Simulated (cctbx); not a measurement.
# What is wrong with this refinement?

Cell a = 14.0270 Å, b = 3.9520 Å, c = 10.1640 Å, α = 90.00°, β = 107.16°, γ = 90.00°; space group C2/m (no. 12). The compound is La3Cu2.

Simulated single-crystal data (cctbx): Mo Kα, λ = 0.71073 Å, to d = 0.75 Å, 50 % of the full sphere, strongest reflection 20000 counts, noise from counting, a 3 % proportional error and a noise floor of 4 counts (s.d.); no absorption.

An anisotropic refinement with weights 1/σ² prints:

```text
Rint 0.019, 81 unique reflections to 1.61 A
cycle     R1     wR2    GooF  max shift (A)
   1  0.0145  0.0409   1.424   0.00511
   2  0.0103  0.0269   0.936   0.00004
final R1 0.0103 wR2 0.0269 GooF 0.936  parameters 30  data/parameter 2.7
atom        x        y        z      Ueq    occ   su(xyz)  su(Uiso or U11)
La1    0.59981  0.50000  0.67250   0.0096  1.000  0.00017  0.0019
La2    0.64054  0.00000  0.36048   0.0060  1.000  0.00019  0.0020
La3    0.63104  0.00000  0.99122   0.0093  1.000  0.00022  0.0018
Cu1    0.75745  0.00000  0.77098   0.0132  1.000  0.00036  0.0040
Cu2    0.96611  0.00000  0.85725   0.0100  1.000  0.00037  0.0037
difference map: max 0.28 min -0.28 rms 0.08
Q1    0.0000  0.0000  0.5000    2    0.29  1.89 A from La1
Q2    0.1496  0.5000  0.5165    4    0.27  1.55 A from La2
Q3    0.1972  0.5000  0.2020    4    0.27  2.00 A from La2
Q4    0.0000  0.5000  0.5000    2    0.20  2.74 A from La1
Q5    0.2173  0.0000  0.8987    4    0.20  2.09 A from La3
Q6    0.1770  0.3670  0.5702    8    0.19  2.09 A from Cu1
```

Q: Accept it or mend it, and why?

Mend it. The fault: data cut at low resolution. Against the right model at the same level, R1 goes from 0.0178 to 0.0103 and GooF from 0.95 to 0.94. The atoms are right, but there are too few data for the parameters: R1 flatters and the s.u.s grow. Data per parameter fall from 22.8 to 2.7.

The compound is La3Cu2. The right model at the same level gives:

```text
Rint 0.025, 684 unique reflections to 0.75 A
cycle     R1     wR2    GooF  max shift (A)
   1  0.0296  0.0741   1.713   0.00231
   2  0.0178  0.0413   0.954   0.00000
final R1 0.0178 wR2 0.0413 GooF 0.954  parameters 30  data/parameter 22.8
atom        x        y        z      Ueq    occ   su(xyz)  su(Uiso or U11)
La1    0.59980  0.50000  0.67267   0.0109  1.000  0.00004  0.0002
La2    0.64044  0.00000  0.36028   0.0053  1.000  0.00003  0.0002
La3    0.63110  0.00000  0.99140   0.0090  1.000  0.00004  0.0002
Cu1    0.75781  0.00000  0.77125   0.0125  1.000  0.00008  0.0004
Cu2    0.96605  0.00000  0.85745   0.0108  1.000  0.00008  0.0004
difference map: max 1.08 min -1.08 rms 0.26
Q1    0.0896  0.0000  0.0893    4    1.11  1.07 A from Cu2
Q2    0.0986  0.2048  0.6945    8    1.05  0.84 A from La1
Q3    0.0262  0.0000  0.5310    4    1.03  1.50 A from La1
Q4    0.1812  0.5000  0.5360    4    0.98  1.71 A from La2
Q5    0.2109  0.5000  0.2968    4    0.95  1.33 A from La2
Q6    0.0927  0.0000  0.1713    4    0.92  0.79 A from Cu2
```

This is a model crystal, built by substitution and not relaxed, with assumed displacement parameters.

[Middle refinement cycles are left out of these outputs.]

[Logs are printed without paths, hosts, clocks, repeated set-up lines and the standing remarks that a program may print on its own settings, such as how far it seeks lower states.]
